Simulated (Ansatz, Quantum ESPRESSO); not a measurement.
# BAs (F-43m): phonons by linear response

How does BAs (F-43m) vibrate, and is this structure a minimum?

Method: DFT LDA, scalar-relativistic, plane waves, PseudoDojo norm-conserving pseudopotentials, in Quantum ESPRESSO 7.5.

### 1. The structure

The structure is cubic, space group F-43m (No. 216). Conventional cell: a = 4.777 Å, b = 4.777 Å, c = 4.777 Å, α = 90.00°, β = 90.00°, γ = 90.00°. B has 4 As at 2.07 Å nearest. Nearest to As lie 4 B at 2.07 Å. Farther neighbours are not listed.

### 2. A probe with smearing

Before anything dear is run, a loose run with smearing shows whether this is a metal and how far the cell is from rest.

Contents of probe.in:

```
&CONTROL
  calculation = 'scf'
  prefix      = 'x'
  outdir      = './tmp'
  pseudo_dir  = './pseudo'
  tprnfor     = .true.
  tstress     = .true.
  verbosity   = 'high'
/
&SYSTEM
  ibrav       = 0
  nat         = 2
  ntyp        = 2
  ecutwfc     = 80.0
  occupations = 'smearing'
  smearing    = 'gaussian'
  degauss     = 0.01
/
&ELECTRONS
  conv_thr         = 1.0d-07
  mixing_beta      = 0.7
  electron_maxstep = 100
/
ATOMIC_SPECIES
 B      10.8100  B.upf
 As     74.9216  As.upf
CELL_PARAMETERS angstrom
    -2.388500000    0.000000000    2.388500000
     0.000000000    2.388500000    2.388500000
    -2.388500000    2.388500000    0.000000000
ATOMIC_POSITIONS crystal
 B      0.000000000   0.000000000   0.000000000
 As     0.250000000   0.250000000   0.250000000
K_POINTS automatic
 6 6 6 0 0 0
```

The run is started by

```
OMP_NUM_THREADS=1 mpirun -n 4 pw.x -nk 4 -in probe.in > probe.out
```

Output:

```text
[banners, grids, parts of the stress and lines that vanish by symmetry left out]
Program PWSCF v.7.5
     Message from routine setup:
     using ibrav=0 with symmetry is DISCOURAGED, use correct ibrav instead
[...]
kinetic-energy cutoff     =      80.0000  Ry
     charge density cutoff     =     320.0000  Ry
     scf convergence threshold =      1.0E-07
[...]
Exchange-correlation= SLA  PW   NOGX NOGC
                           (   1   4   0   0   0   0   0)
[...]
24 Sym. Ops. (no inversion) found
[...]
(     0          1          0      )
                  (     0          0          1      )
[...]
(  0.0000000  1.0000000  0.0000000 )
                  ( -0.0000000 -0.0000000  1.0000000 )
[...]
(     1          0         -1      )
                  (     0          0         -1      )
[...]
(  0.0000000  1.0000000  0.0000000 )
[...]
(    -1          0          1      )
                  (    -1          0          0      )
[...]
( -0.0000000 -0.0000000  1.0000000 )
                  (  0.0000000 -1.0000000 -0.0000000 )
[...]
number of k points=    16  Gaussian smearing, width (Ry)=  0.0100
[...]
End of self-consistent calculation
[...]
the Fermi energy is    11.6829 ev
!    total energy              =    -217.86875489 Ry
[...]
convergence has been achieved in   6 iterations
[...]
atom    1 type  1   force =     0.00000000    0.00000000   -0.00000000
     atom    2 type  2   force =     0.00000000   -0.00000000    0.00000000
[...]
Total force =     0.000000     Total SCF correction =     0.000000
[...]
total   stress  (Ry/bohr**3)                   (kbar)     P=      -41.45
[...]
XML data file, charge density, pseudopotentials, collected wavefunctions

   JOB DONE.
```

Wall time 2.5 s (4 MPI ranks of Arm Neoverse V1, shared host); 9.5 s of CPU time.

This step gave:

```yaml
volume_per_atom: 13.63 Å³
pressure: -4.145 GPa
gap_on_the_k_mesh: 1.239 eV
```

A gap of 1.2 eV opens on this mesh, so the crystal is taken as an insulator; the start stands at -4.1 GPa.

### 3. Relaxing the cell and atoms

Frequencies change by per cents with a per cent of volume, so the structure is first brought to rest at this level of theory.

Contents of relax.in:

```
&CONTROL
  calculation   = 'vc-relax'
  prefix        = 'x'
  outdir        = './tmp'
  pseudo_dir    = './pseudo'
  tprnfor       = .true.
  tstress       = .true.
  forc_conv_thr = 2.0d-05
  etot_conv_thr = 1.0d-07
  nstep         = 40
/
&SYSTEM
  ibrav       = 0
  nat         = 2
  ntyp        = 2
  ecutwfc     = 80.0
  occupations = 'fixed'
  nbnd        = 11
/
&ELECTRONS
  conv_thr         = 1.0d-11
  mixing_beta      = 0.7
  electron_maxstep = 100
/
&IONS
/
&CELL
  press_conv_thr = 0.1
/
ATOMIC_SPECIES
 B      10.8100  B.upf
 As     74.9216  As.upf
CELL_PARAMETERS angstrom
    -2.388500000    0.000000000    2.388500000
     0.000000000    2.388500000    2.388500000
    -2.388500000    2.388500000    0.000000000
ATOMIC_POSITIONS crystal
 B      0.000000000   0.000000000   0.000000000
 As     0.250000000   0.250000000   0.250000000
K_POINTS automatic
 8 8 8 0 0 0
```

The run is started by

```
OMP_NUM_THREADS=1 mpirun -n 4 pw.x -nk 4 -in relax.in > relax.out
```

Output:

```text
[banners, grids, parts of the stress and lines that vanish by symmetry left out]
[banner, memory and clock lines left out]
Program PWSCF v.7.5

[...]
kinetic-energy cutoff     =      80.0000  Ry
     charge density cutoff     =     320.0000  Ry
     scf convergence threshold =      1.0E-11
[...]
energy convergence thresh.=      1.0E-07
     force convergence thresh. =      2.0E-05
     press convergence thresh. =      1.0E-01
     Exchange-correlation= SLA  PW   NOGX NOGC
                           (   1   4   0   0   0   0   0)
[...]
24 Sym. Ops. (no inversion) found
[...]
number of k points=    29
[...]
End of self-consistent calculation
[...]
highest occupied, lowest unoccupied level (ev):    11.0608   12.2154
!    total energy              =    -217.86997235 Ry
[...]
convergence has been achieved in   9 iterations
[...]
atom    1 type  1   force =     0.00000000   -0.00000000    0.00000000
     atom    2 type  2   force =     0.00000000    0.00000000    0.00000000
     Total force =     0.000000     Total SCF correction =     0.000000
[...]
total   stress  (Ry/bohr**3)                   (kbar)     P=      -41.78
[...]
number of bfgs steps    =   0
[...]
CELL_PARAMETERS (angstrom)
[...]
ATOMIC_POSITIONS (crystal)
B                0.0000000000       -0.0000000000       -0.0000000000
As               0.2500000000        0.2500000000        0.2500000000
[...]
New effective cutoffs (rho, wfc):  324.33   81.14
[...]
End of self-consistent calculation
[...]
highest occupied, lowest unoccupied level (ev):    11.4080   12.5455
!    total energy              =    -217.87068185 Ry
[...]
convergence has been achieved in   6 iterations
[...]
atom    1 type  1   force =    -0.00000000    0.00000000   -0.00000000
     atom    2 type  2   force =     0.00000000   -0.00000000    0.00000000
     Total force =     0.000000     Total SCF correction =     0.000000
[...]
total   stress  (Ry/bohr**3)                   (kbar)     P=      -11.45
[...]
number of bfgs steps    =   1
[...]
CELL_PARAMETERS (angstrom)
[...]
ATOMIC_POSITIONS (crystal)
B               -0.0000000000       -0.0000000000        0.0000000000
As               0.2500000000        0.2500000000        0.2500000000
[...]
New effective cutoffs (rho, wfc):  326.05   81.57
[...]
End of self-consistent calculation
[...]
highest occupied, lowest unoccupied level (ev):    11.5388   12.6699
!    total energy              =    -217.87073592 Ry
[...]
convergence has been achieved in   7 iterations
[...]
atom    1 type  1   force =     0.00000000    0.00000000    0.00000000
     atom    2 type  2   force =     0.00000000    0.00000000    0.00000000
     Total force =     0.000000     Total SCF correction =     0.000000
[...]
total   stress  (Ry/bohr**3)                   (kbar)     P=        0.37
[...]
number of bfgs steps    =   2
[...]
CELL_PARAMETERS (angstrom)
[...]
ATOMIC_POSITIONS (crystal)
B               -0.0000000000       -0.0000000000        0.0000000000
As               0.2500000000        0.2500000000        0.2500000000
[...]
New effective cutoffs (rho, wfc):  326.00   81.56
[...]
End of self-consistent calculation
[...]
highest occupied, lowest unoccupied level (ev):    11.5348   12.6661
!    total energy              =    -217.87073597 Ry
[...]
convergence has been achieved in   6 iterations
[...]
atom    1 type  1   force =     0.00000000    0.00000000    0.00000000
     atom    2 type  2   force =     0.00000000    0.00000000    0.00000000
     Total force =     0.000000     Total SCF correction =     0.000000
[...]
total   stress  (Ry/bohr**3)                   (kbar)     P=       -0.00
[...]
bfgs converged in   4 scf cycles and   3 bfgs steps
[...]
End of BFGS Geometry Optimization
     Final enthalpy           =    -217.8707359712 Ry
     File ./tmp/x.bfgs deleted, as requested
[...]
CELL_PARAMETERS (angstrom)
[...]
ATOMIC_POSITIONS (crystal)
B               -0.0000000000       -0.0000000000        0.0000000000
As               0.2500000000        0.2500000000        0.2500000000
[...]
Final scf calculation at the relaxed structure.
[...]
kinetic-energy cutoff     =      80.0000  Ry
     charge density cutoff     =     320.0000  Ry
     scf convergence threshold =      1.0E-13
[...]
press convergence thresh. =      1.0E-01
     Exchange-correlation= SLA  PW   NOGX NOGC
                           (   1   4   0   0   0   0   0)
[...]
24 Sym. Ops. (no inversion) found
[...]
number of k points=    29
[...]
c_bands:  1 eigenvalues not converged
[...]
End of self-consistent calculation
[...]
highest occupied, lowest unoccupied level (ev):    11.5349   12.6662
!    total energy              =    -217.87067386 Ry
[...]
convergence has been achieved in  11 iterations
[...]
atom    1 type  1   force =     0.00000000    0.00000000    0.00000000
     atom    2 type  2   force =    -0.00000000   -0.00000000   -0.00000000
     Total force =     0.000000     Total SCF correction =     0.000000
[...]
total   stress  (Ry/bohr**3)                   (kbar)     P=       -1.52
[...]
XML data file, charge density, pseudopotentials, collected wavefunctions
```

Elapsed: 17 s, on 4 MPI ranks.

Step by step:

```tsv
step	energy less that of the first step (eV)	largest force (eV/Å)	pressure (GPa)	volume (Å³)
1	0.0000	0.0000	-4.18	27.25
2	-0.0097	0.0000	-1.15	26.68
3	-0.0104	0.0000	0.04	26.46
4	-0.0104	0.0000	0.00	26.47
5	-0.0095	0.0000	-0.15	26.47
```

```tsv
conventional cell, symmetrised	before	after	change
a (Å)	4.777	4.731	-1.0 %
b (Å)	4.777	4.731	-1.0 %
c (Å)	4.777	4.731	-1.0 %
volume (Å³/atom)	13.63	13.24	-2.9 %
```

The relaxed structure:

```
CELL_PARAMETERS angstrom
-2.36546 0.00000 2.36546
0.00000 2.36546 2.36546
-2.36546 2.36546 0.00000
ATOMIC_POSITIONS crystal
B 0.00000 0.00000 0.00000
As 0.25000 0.25000 0.25000
```

The last row of the table of steps is pw.x's closing run on a basis chosen anew for the final cell, so its energy can jump.

This step gave:

* volume per atom: 13.24 Å³
* pressure: -0.152 GPa
* gap on the k-mesh: 1.131 eV

The volume changes by -2.9 % from the cell with which this run began.

### 4. Ground state

Perturbation theory inherits every error of the wavefunctions, so the threshold is set near the limit of the arithmetic. With a gap, occupations are fixed, which also allows the response to an electric field.

Contents of scf.in:

```
&CONTROL
  calculation = 'scf'
  prefix      = 'x'
  outdir      = './tmp'
  pseudo_dir  = './pseudo'
  tprnfor     = .true.
  tstress     = .true.
/
&SYSTEM
  ibrav       = 0
  nat         = 2
  ntyp        = 2
  ecutwfc     = 80.0
  occupations = 'fixed'
  nbnd        = 11
/
&ELECTRONS
  conv_thr         = 1.0d-12
  mixing_beta      = 0.7
  electron_maxstep = 100
/
ATOMIC_SPECIES
 B      10.8100  B.upf
 As     74.9216  As.upf
CELL_PARAMETERS angstrom
    -2.365459467    0.000000000    2.365459467
     0.000000000    2.365459467    2.365459467
    -2.365459467    2.365459467    0.000000000
ATOMIC_POSITIONS crystal
 B      0.000000000   0.000000000   0.000000000
 As     0.250000000   0.250000000   0.250000000
K_POINTS automatic
 8 8 8 0 0 0
```

The run is started by

```
OMP_NUM_THREADS=1 mpirun -n 4 pw.x -nk 4 -in scf.in > scf.out
```

Output:

```text
[banners, grids, parts of the stress and lines that vanish by symmetry left out]
[banner, memory and clock lines left out]
Program PWSCF v.7.5

[...]
kinetic-energy cutoff     =      80.0000  Ry
     charge density cutoff     =     320.0000  Ry
     scf convergence threshold =      1.0E-12
[...]
Exchange-correlation= SLA  PW   NOGX NOGC
                           (   1   4   0   0   0   0   0)
[...]
24 Sym. Ops. (no inversion) found
[...]
number of k points=    29
[...]
End of self-consistent calculation
[...]
highest occupied, lowest unoccupied level (ev):    11.5349   12.6662
!    total energy              =    -217.87067386 Ry
[...]
convergence has been achieved in  11 iterations
[...]
atom    1 type  1   force =     0.00000000    0.00000000   -0.00000000
     atom    2 type  2   force =    -0.00000000   -0.00000000    0.00000000
     Total force =     0.000000     Total SCF correction =     0.000000
[...]
total   stress  (Ry/bohr**3)                   (kbar)     P=       -1.52
[...]
XML data file, charge density, pseudopotentials, collected wavefunctions
```

Run time: 4.7 s. Hardware: 4 MPI ranks.

The cell stands at -0.15 GPa, close enough for phonons.

(Part 1 of 4 ends here.)

[Host names and launcher messages were left out of these logs when they were recorded.]

[Logs are printed without paths, hosts, clocks, repeated set-up lines and the standing remarks that a program may print on its own settings, such as how far it seeks lower states.]

[Hosts, paths, dates, database ids (printed as entryN), source tags and the programs' standing remarks are cut or masked in the printed files.]
